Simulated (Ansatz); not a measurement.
Planning a run of Ansatz 0.2.0 on Y2Ti2O7 (Fd-3m). The input:

```yaml
crystal:
  lattice:
    - [0.0, 5.0493, 5.0493]
    - [5.0493, 0.0, 5.0493]
    - [5.0493, 5.0493, 0.0]
  atoms:
    - { symbol: "Y", position: [0.125, 0.125, 0.125] }
    - { symbol: "Y", position: [0.625, 0.125, 0.125] }
    - { symbol: "Y", position: [0.125, 0.125, 0.625] }
    - { symbol: "Y", position: [0.125, 0.625, 0.125] }
    - { symbol: Ti, position: [0.625, 0.625, 0.625] }
    - { symbol: Ti, position: [0.125, 0.625, 0.625] }
    - { symbol: Ti, position: [0.625, 0.625, 0.125] }
    - { symbol: Ti, position: [0.625, 0.125, 0.625] }
    - { symbol: O, position: [0.5454541437, 0.9545458563, 0.9545458563] }
    - { symbol: O, position: [0.7045458563, 0.2954541437, 0.7045458563] }
    - { symbol: O, position: [0.9545458563, 0.5454541437, 0.5454541437] }
    - { symbol: O, position: [0.2954541437, 0.7045458563, 0.2954541437] }
    - { symbol: O, position: [0.9545458563, 0.5454541437, 0.9545458563] }
    - { symbol: O, position: [0.7045458563, 0.7045458563, 0.2954541437] }
    - { symbol: O, position: [0.5454541437, 0.9545458563, 0.5454541437] }
    - { symbol: O, position: [0.2954541437, 0.2954541437, 0.7045458563] }
    - { symbol: O, position: [0.7045458563, 0.2954541437, 0.2954541437] }
    - { symbol: O, position: [0.9545458563, 0.9545458563, 0.5454541437] }
    - { symbol: O, position: [0.2954541437, 0.7045458563, 0.7045458563] }
    - { symbol: O, position: [0.5454541437, 0.5454541437, 0.9545458563] }
    - { symbol: O, position: [0.0, 0.0, 0.0] }
    - { symbol: O, position: [0.25, 0.25, 0.25] }
kpoints:
  mp_grid: { grid: [4, 4, 4] }
  band_path:
    path:
      - [0.0, 0.0, 0.0]
      - [0.5, 0.0, 0.5]
      - [0.625, 0.25, 0.625]
      - [0.375, 0.375, 0.75]
      - [0.5, 0.5, 0.5]
      - [0.5, 0.25, 0.75]
    npoints: 1
hamiltonian:
  xc: hse06
scf:
  occupations: { method: fixed }
  n_extra_bands: 11
output:
  eigenvalues: true
```

```sh
ansatz run input.yaml --threads 24 --pin off --max-ram 82944MiB --backend cuda --events-out ev --progress --plain --runs-dir out --devices 1 --max-vram 78GiB
```

How long will it take on 1 × NVIDIA GB200 (shared by 2 runs) with 24 threads of Arm Neoverse V2, shared host, and how much memory?

It took 25 s; on shared hardware allow 12 s to 49 s. Peak host memory was 2.5 GiB. The sizes that set the cost: 5029 plane waves a state, 8 irreducible k points and 15 SCF cycles.

Exact exchange couples every pair of k points and filled bands, so it costs far more than a semilocal run.

[Paths, hosts, dates, memory and timing lines, banners, echoed tables and standing remarks are left out of the program output.]

[Logs are printed without paths, hosts, clocks, repeated set-up lines and the standing remarks that a program may print on its own settings, such as how far it seeks lower states.]

[Runs of the session that timed out or met a known fault of the program may be left out.]

[Cells called generated may have been cut or substituted from an entry of the Crystallography Open Database or the Materials Project.]

[Hosts, paths, dates, database ids (printed as entryN), source tags and the programs' standing remarks are cut or masked in the printed files.]
